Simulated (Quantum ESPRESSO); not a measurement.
# Mg (Magnesium): phonons by linear response, part 3 of 3

How does Mg (Magnesium) vibrate, and is this structure a minimum?

Quantum ESPRESSO 7.5; DFT LDA, scalar-relativistic, plane waves, PseudoDojo norm-conserving pseudopotentials.

So far. Step 7 (Linear response on the mesh): The acoustic modes at Γ come out as far as 15.0 cm⁻¹ from zero, where they should vanish, a sizeable error of basis and grid. The relaxed cell has a = 3.151, c = 5.041 Å (conventional setting).

### Step 9. Dispersion (continued)

Lowest modes at the softest wavevector of the mesh; phase exp(i q.(R + tau)). Modes at q = (0.000, 0.000, 0.500):

```tsv
mode	frequency (cm⁻¹)
1	99.3
2	99.3
3	99.3
4	99.3
5	186.1
6	186.1
```

Displacements in mode 1 (99.3 cm⁻¹), the largest set to 1, in the home cell:
```
Mg1 -0.01  0.00  0.00
Mg2 -1.00  0.00  0.00
```

Displacements in mode 5 (186.1 cm⁻¹), the largest set to 1, in the home cell:
```
Mg1  0.00  0.00  0.00
Mg2  0.00  0.00 -1.00
```

Force constants by pair (phonopy on the run's constants); pairs near half the supercell's span include their periodic images. Pair force constants, by row:

```tsv
atom	neighbour	distance (Å)	third of the trace (eV/Å²)	along the pair's line (eV/Å²)
Mg1	itself	0	2.928	–
Mg1	Mg	3.108	-0.2527	-0.7975
Mg1	Mg	3.151	-0.2164	-0.654
Mg1	Mg	4.426	0.0092	0.0165
Mg1	Mg	5.041	-0.0411	-0.1313
Mg1	Mg	5.433	-0.0141	-0.0203
Mg1	Mg	5.458	-0.0238	-0.0279
Mg1	Mg	5.945	0.0048	0.0158
Mg1	Mg	7.43	-0.0122	-0.0117
Mg2	itself	0	2.928	–
Mg2	Mg	3.108	-0.2527	-0.7975
Mg2	Mg	3.151	-0.2164	-0.654
Mg2	Mg	4.426	0.0092	0.0165
Mg2	Mg	5.041	-0.0411	-0.1313
Mg2	Mg	5.433	-0.0141	-0.0203
Mg2	Mg	5.458	-0.0238	-0.0279
Mg2	Mg	5.945	0.0048	0.0158
Mg2	Mg	7.43	-0.0122	-0.0117
```

Harmonic mean-square displacement, third of the trace. Mean-square displacements:

```tsv
T (K)	Mg1 U_eq (Å²)	Mg2 U_eq (Å²)
0	0.0044	0.0044
100	0.0061	0.0061
300	0.01433	0.01433
600	0.02784	0.02784
```

Mode patterns, pair constants, displacements and means over the zone were worked out by phonopy from the force constants of q2r.x.

All branches are real along the path.

### Step 10. Sums over the zone

Sums over the zone need many more wavevectors than were solved, so the interpolation is sampled on a dense mesh.

matdyn.in

```
&INPUT
  asr    = 'crystal'
  flfrc  = 'x.fc'
  dos    = .true.
  fldos  = 'x.dos'
  nk1    = 16
  nk2    = 16
  nk3    = 9
  deltaE = 0.3
  la2F   = .true.
/
```

On the command line:

```console
> matdyn.x -in matdyn.in > matdyn.out
```

Numbers of over 12 decimals in the logs are rounded to 6 here.

The program printed:

```text
[banner, memory and clock lines left out]
Program MATDYN v.7.5

 mass for atomic type   1 not given; uses mass from file x.fc
 Norm of the difference between old and new effective charges:    0.000000

 Norm of the difference between old and new force-constants:   0.000117896

     Message from routine matdyn:
     Z* not found in file x.fc, TO-LO splitting at q=0 will be absent!
 Norm of the difference between old and new effective charges:    0.000000

 Norm of the difference between old and new force-constants:   5.67837e-05

 Norm of the difference between old and new effective charges:    0.000000

 Norm of the difference between old and new force-constants:   3.30532e-05

 Norm of the difference between old and new effective charges:    0.000000

 Norm of the difference between old and new force-constants:   5.92022e-05

 Norm of the difference between old and new effective charges:    0.000000

 Norm of the difference between old and new force-constants:   0.000241436

 Norm of the difference between old and new effective charges:    0.000000

 Norm of the difference between old and new force-constants:   0.000560485

 Norm of the difference between old and new effective charges:    0.000000

 Norm of the difference between old and new force-constants:   0.000923447

 Norm of the difference between old and new effective charges:    0.000000

 Norm of the difference between old and new force-constants:   0.00125995

 Norm of the difference between old and new effective charges:    0.000000

 Norm of the difference between old and new force-constants:   0.00154263

 Norm of the difference between old and new effective charges:    0.000000

 Norm of the difference between old and new force-constants:   0.00176743

 Norm of the difference between old and new effective charges:    0.000000

 Norm of the difference between old and new force-constants:   0.0019396

Note: The following floating-point exceptions are signalling: IEEE_UNDERFLOW_FLAG
```

It took 24 s on 1 thread of Arm Neoverse V2, shared host.

Numbers from this step:

```yaml
share_of_modes_beyond_3i_cm_minus1_on_the_dense_interpolated_mesh: 0
zero_point_energy_per_atom: 32.46 meV
heat_capacity_at_300_k: 23.45 J/(mol atoms K)
vibrational_entropy_at_300_k: 31.23 J/(mol atoms K)
```

Tetrahedra. The phonon density of states by wavenumber; read off at these points:

```tsv
wavenumber (cm⁻¹)	phonon density of states (1/cm⁻¹/cell)
0.0	0
5.0	1.3e-5
10.0	4.7e-5
15.0	1.0e-4
20.0	1.8e-4
25.0	3.1e-4
30.0	6.0e-4
35.0	8.6e-4
40.0	0.00115
45.0	0.00152
50.0	0.00201
55.0	0.00253
60.0	0.00312
65.0	0.00374
70.0	0.00447
75.0	0.00541
80.0	0.00642
85.0	0.00758
90.0	0.00899
95.0	0.0112
100.0	0.0128
105.0	0.0148
110.0	0.0186
115.0	0.0230
120.0	0.0301
125.0	0.0343
130.0	0.0416
135.0	0.0540
138.0	0.0643
140.0	0.0507
145.0	0.0531
150.0	0.0456
155.0	0.0414
160.0	0.0340
165.0	0.0357
170.0	0.0394
175.0	0.0393
180.0	0.0425
185.0	0.0445
187.5	0.0486
190.0	0.0348
195.0	0.0271
200.0	0.0326
205.0	0.0366
210.0	0.0314
215.0	0.0242
220.0	0.0298
225.0	0.0282
230.0	0.0391
235.0	0.0550
238.5	0.0755
240.0	0.0691
245.0	0.0399
250.0	0.0243
255.0	0.00708
260.0	9.7e-4
```

Harmonic thermodynamic functions per atom, summed over the density of states scaled to three modes an atom; melting is ignored. Thermodynamic functions:

```tsv
T (K)	F_vib (meV/atom)	S (J/mol-atom/K)	C_V (J/mol-atom/K)
0	32.46	0	0
50	32.23	1.864	5.351
100	29.53	8.911	15.15
200	13.11	22.02	21.76
300	-14.75	31.23	23.45
400	-50.82	38.07	24.09
500	-93.18	43.48	24.39
600	-140.6	47.95	24.56
700	-192.3	51.74	24.66
800	-247.7	55.04	24.73
900	-306.3	57.95	24.77
1000	-367.7	60.56	24.8
```

At 300 K the heat capacity has reached 94 % of the Dulong-Petit value.

### Step 11. Summary of results

| Item | Value |
| --- | --- |
| space group after relaxation | P6_3/mmc |
| volume per atom | 21.7 Å³ |
| highest optical zone-centre mode (no LO-TO term) | 261.6 cm⁻¹ |
| lowest optical zone-centre mode | 132.9 cm⁻¹ |
| q mesh | 3×3×2 |
| lowest mode on the q mesh (acoustic ones at the zone centre apart) | 99.3 cm⁻¹ |
| zero-point energy per atom | 32.5 meV |
| heat capacity at 300 K | 23.4 J/(mol atoms K) |
| vibrational entropy at 300 K | 31.2 J/(mol atoms K) |
| imaginary modes on the q mesh | none |

Mg (Magnesium) is dynamically stable on the 3×3×2 mesh; its spectrum reaches 262 cm⁻¹. At the LDA level the optical modes of Mg (Magnesium) at the zone centre run from 133 to 262 cm⁻¹. Along axes with an odd number of divisions the mesh misses the zone-boundary points at one half, where instabilities often lie; those are only interpolated. These are harmonic frequencies at zero temperature: anharmonic shifts and linewidths and thermal expansion are left out. In a metal the frequencies hang on the k mesh and the smearing, most of all near Kohn anomalies. The λ that matdyn.x prints is not taken as a result: on such q meshes it can be far off, most of all in cells of several atoms.

[Host names and launcher messages were left out of these logs when they were recorded.]

[Logs are printed without paths, hosts, clocks, repeated set-up lines and the standing remarks that a program may print on its own settings, such as how far it seeks lower states.]

[Hosts, paths, dates, database ids (printed as entryN), source tags and the programs' standing remarks are cut or masked in the printed files.]
